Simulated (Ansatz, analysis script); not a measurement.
# Fixed-spin-moment curve of AlCo, part 2 of 2

Is AlCo magnetic, nearly magnetic or plainly paramagnetic? E(M) and M(B) tell.

Ansatz 0.2.0; PBE, PAW set soft_1.

So far. Step 7 (Total moment fixed at 0.2 μB): The energy is 12.9 meV from the state without spin, and the largest site carries 0.220 μB.

## (8) Total moment fixed at 0.5 μB

Level of this step: Ansatz DFT, collinear, total moment fixed by two Fermi levels; PBE, PAW set soft_1; PAW set soft_1 (Ansatz).

input.yaml reads:

```yaml
crystal:
  lattice:
    - [2.81940321, 0.0, 0.0]
    - [0.0, 2.81940321, 0.0]
    - [0.0, 0.0, 2.81940321]
  atoms:
    - { symbol: Al, position: [0.0, 0.0, 0.0] }
    - { symbol: Co, position: [0.5, 0.5, 0.5], spin: 0.5 }
magnetization:
  spin_polarized: true
  initial_magnetization: 0.5
  spin_locking: { lock_magnetization: hard }
kpoints:
  mp_grid: { grid: [14, 14, 14] }
hamiltonian:
  xc: pbe
  pseudopotentials: { kind: paw, azcp: { folder: soft_1 } }
scf:
  occupations: { method: fermi_dirac, width: 0.1 }
  max_iter: 120
  convergence: { dr2_threshold: 1.0e-08 }
  lower_state_search: "off"
basis:
  ecutwfc: 420.0
```

The run is started by

```sh
$ ansatz run input.yaml --threads 1 --pin off --max-ram 2560MiB --backend cpu --events-out ev --progress --plain --runs-dir out
```

Numbers of over 12 decimals in the logs are rounded to 6 here.

What it wrote:

```text
[...]
Crystal: 2 atoms, lattice volume = 22.412 Å³
Basis set: ecut = 420 eV, 461 PW (Γ)
Bands: 15, of which v1, the nominal top of the filled ones, is band 10 counted from 1 (9 counted from 0)
Symmetry: 48 space group operations
[...]
k-points: 120 of 2744
[...]
Starting moments: Σ|m| = 0.5 μB on 1 of 2 sites
[...]
Magnetization: 0.5000 μB (10.2500 up, 9.7500 down)
Absolute magnetization: 0.5584 μB (∫|ρ↑−ρ↓|, with the PAW one-centre terms)
[...]
Per-site moments (μB) at R_I (Å): [(-0.010884, 1.007191), (0.524233, 1.007191)]
Free energy (F): -5664.760230 eV
[...]
Internal energy: -5664.715685 eV  (E = F + TS)
E sigma→0 (E₀):  -5664.737958 eV
Entropy (-TS):   -0.044545 eV (-22.273 meV/atom)
Fermi energy:    14.797117 (↑ 15.100119, ↓ 14.494116) eV
[...]
[key lines of the parts left out:]
SCF converged after 10 iterations
```

The job ended after 15 s (1 thread of Intel Xeon at 2.50GHz (Skylake/Cascade Lake), shared host; peak memory 0.32 GiB).

The energy is 82.8 meV from the state without spin, and the largest site carries 0.524 μB.

## (9) Total moment fixed at 0.9 μB

input.yaml, the sections that differ from step 8:

```yaml
crystal:
  lattice:
    - [2.81940321, 0.0, 0.0]
    - [0.0, 2.81940321, 0.0]
    - [0.0, 0.0, 2.81940321]
  atoms:
    - { symbol: Al, position: [0.0, 0.0, 0.0] }
    - { symbol: Co, position: [0.5, 0.5, 0.5], spin: 0.9 }
magnetization:
  spin_polarized: true
  initial_magnetization: 0.9
  spin_locking: { lock_magnetization: hard }
# kpoints, hamiltonian, scf, basis: as in step 8
```

What it wrote:

```text
[...]
Crystal: 2 atoms, lattice volume = 22.412 Å³
Basis set: ecut = 420 eV, 461 PW (Γ)
Bands: 15, of which v1, the nominal top of the filled ones, is band 10 counted from 1 (9 counted from 0)
Symmetry: 48 space group operations
[...]
k-points: 120 of 2744
[...]
Starting moments: Σ|m| = 0.9 μB on 1 of 2 sites
[...]
Magnetization: 0.9000 μB (10.4500 up, 9.5500 down)
Absolute magnetization: 0.9420 μB (∫|ρ↑−ρ↓|, with the PAW one-centre terms)
[...]
Per-site moments (μB) at R_I (Å): [(-0.00777988, 1.007191), (0.903458, 1.007191)]
Free energy (F): -5664.612115 eV
[...]
Internal energy: -5664.553206 eV  (E = F + TS)
E sigma→0 (E₀):  -5664.582660 eV
Entropy (-TS):   -0.058909 eV (-29.455 meV/atom)
Fermi energy:    14.855669 (↑ 15.299541, ↓ 14.411798) eV
[...]
[key lines of the parts left out:]
SCF converged after 10 iterations
```

Elapsed: 11 s, on 1 thread; peak memory 0.32 GiB.

The energy is 231 meV from the state without spin, and the largest site carries 0.903 μB.

The other 5 runs of this kind were made alike; their results stand in the table below.

## (10) No field, tight threshold

A field gives a second route to the same curve. A thousand tesla shift each spin by 58 meV, and the threshold is tightened so that small induced moments are resolved.

input.yaml, the sections that differ from step 9:

```yaml
crystal:
  lattice:
    - [2.81940321, 0.0, 0.0]
    - [0.0, 2.81940321, 0.0]
    - [0.0, 0.0, 2.81940321]
  atoms:
    - { symbol: Al, position: [0.0, 0.0, 0.0] }
    - { symbol: Co, position: [0.5, 0.5, 0.5], spin: 0.3 }
magnetization:
  spin_polarized: true
scf:
  occupations: { method: fermi_dirac, width: 0.1 }
  max_iter: 120
  convergence: { dr2_threshold: 1.0e-10 }
  lower_state_search: "off"
# kpoints, hamiltonian, basis: as in step 9
```

What it wrote:

```text
[...]
Crystal: 2 atoms, lattice volume = 22.412 Å³
Basis set: ecut = 420 eV, 461 PW (Γ)
Bands: 15, of which v1, the nominal top of the filled ones, is band 10 counted from 1 (9 counted from 0)
Symmetry: 48 space group operations
[...]
k-points: 120 of 2744
[...]
Starting moments: Σ|m| = 0.3 μB on 1 of 2 sites
[...]
Magnetization: -0.0000 μB (10.0000 up, 10.0000 down)
Absolute magnetization: 0.0000 μB (∫|ρ↑−ρ↓|, with the PAW one-centre terms)
[...]
Per-site moments (μB) at R_I (Å): [(6.908595066670455e-7, 1.007191), (-4.447352626409691e-6, 1.007191)]
Free energy (F): -5664.843067 eV
[...]
Internal energy: -5664.816174 eV  (E = F + TS)
E sigma→0 (E₀):  -5664.829621 eV
Entropy (-TS):   -0.026893 eV (-13.446 meV/atom)
Fermi energy:    15.003683 eV
[...]
[key lines of the parts left out:]
SCF converged after 17 iterations
```

Run time: 17 s. Hardware: 1 thread; peak memory 0.32 GiB.

The net moment is 0 μB a cell.

## (11) Field of 1500 T

input.yaml, as its differences from that of step 10:

```diff
@@ -10,2 +10,3 @@
   spin_polarized: true
+  magnetic_field: 1500.0
 kpoints:
```

What it wrote:

```text
[...]
Crystal: 2 atoms, lattice volume = 22.412 Å³
Basis set: ecut = 420 eV, 461 PW (Γ)
Bands: 15, of which v1, the nominal top of the filled ones, is band 10 counted from 1 (9 counted from 0)
Symmetry: 48 space group operations
[...]
k-points: 120 of 2744
[...]
Starting moments: Σ|m| = 0.3 μB on 1 of 2 sites
[...]
SCF converged after 15 iterations
Magnetization: 0.1339 μB (10.0669 up, 9.9331 down)
Absolute magnetization: 0.1679 μB (∫|ρ↑−ρ↓|, with the PAW one-centre terms)
[...]
Per-site moments (μB) at R_I (Å): [(-0.00504041, 1.007191), (0.150122, 1.007191)]
Free energy (F): -5664.849386 eV
[...]
Internal energy: -5664.821472 eV  (E = F + TS)
E sigma→0 (E₀):  -5664.835429 eV
Entropy (-TS):   -0.027913 eV (-13.957 meV/atom)
Fermi energy:    14.953009 eV
[...]
```

It took 17 s on 1 thread; peak memory 0.32 GiB.

The net moment is 0.134 μB a cell.

The other 2 runs of this kind were made alike; their results stand in the table below.

## (12) Analysis

The energy less the state without spin by total moment:

```tsv
total moment (μB/cell)	energy less the state without spin (meV/cell)
0.000	0
0.100	2.83
0.200	12.9
0.300	30.5
0.400	54.3
0.500	82.8
0.600	115
0.700	150
0.800	189
0.900	231
```

The field that holds a moment is half the difference of the two Fermi levels over μB.

Table of field that holds the moment by total moment:

```tsv
total moment (μB/cell)	field that holds the moment (T)
0.100	1038
0.200	2431
0.300	3615
0.400	4579
0.500	5235
0.600	5779
0.700	6364
0.800	7005
0.900	7668
```

Site moments:

```tsv
total (μB)	Al no. 1 (μB)	Co no. 2 (μB)
0.1	-0.0039	0.113
0.2	-0.0066	0.2198
0.3	-0.0083	0.3224
0.4	-0.0096	0.4234
0.5	-0.0109	0.5242
0.6	-0.0117	0.6237
0.7	-0.0115	0.7203
0.8	-0.0101	0.8134
0.9	-0.0078	0.9035
```

Total moment against field:

```tsv
field (T)	total moment (μB/cell)
0	-2.5e-6
300	0.0324
600	0.0623
1500	0.134
```

Three Landau terms miss the curve as a whole or at its small-moment end, and no Stoner analysis is made here.

## (13) Outcome

| Property | Result |
| --- | --- |
| state of the free run | non-magnetic |
| net moment of the free run | 0 μB |
| energy of the free run from the state without spin | 0 meV a cell |
| lowest of the fixed moments tried | M = 0 μB, 0 meV |
| dM/dB between 0 and 300 T | 0.108 μB a cell per 1000 T |

**Reading.** From parallel starts in this cell no moment survives, so no ferromagnetic state is found at this level (opposed orders were not tried), and it is far: a cell moment of 0.5 μB costs 83 meV. E(M) is lowest at M = 0 and costs 231 meV at 0.9 μB. The two routes can be compared: 1500 T induce 0.134 μB, and the fixed-moment runs need about 1470 T for that moment, by interpolation. The field acts on spins alone. The 13 fixed-moment and field runs took 3.2 min of wall time, added up. Energies are free energies at a smearing of 0.1 eV, and with partly filled levels differences shift, at times strongly, as the smearing goes to zero. In doubt: the program's search for lower states was switched off, so a lower magnetic state than those reached may exist.

[Logs and program files are shortened in this print: banners, set-up blocks, solver, clock and traceback lines can be left out without a mark of their own.]

[Logs are printed without paths, hosts, clocks, repeated set-up lines and the standing remarks that a program may print on its own settings, such as how far it seeks lower states.]

[Hosts, paths, dates, database ids (printed as entryN), source tags and the programs' standing remarks are cut or masked in the printed files.]
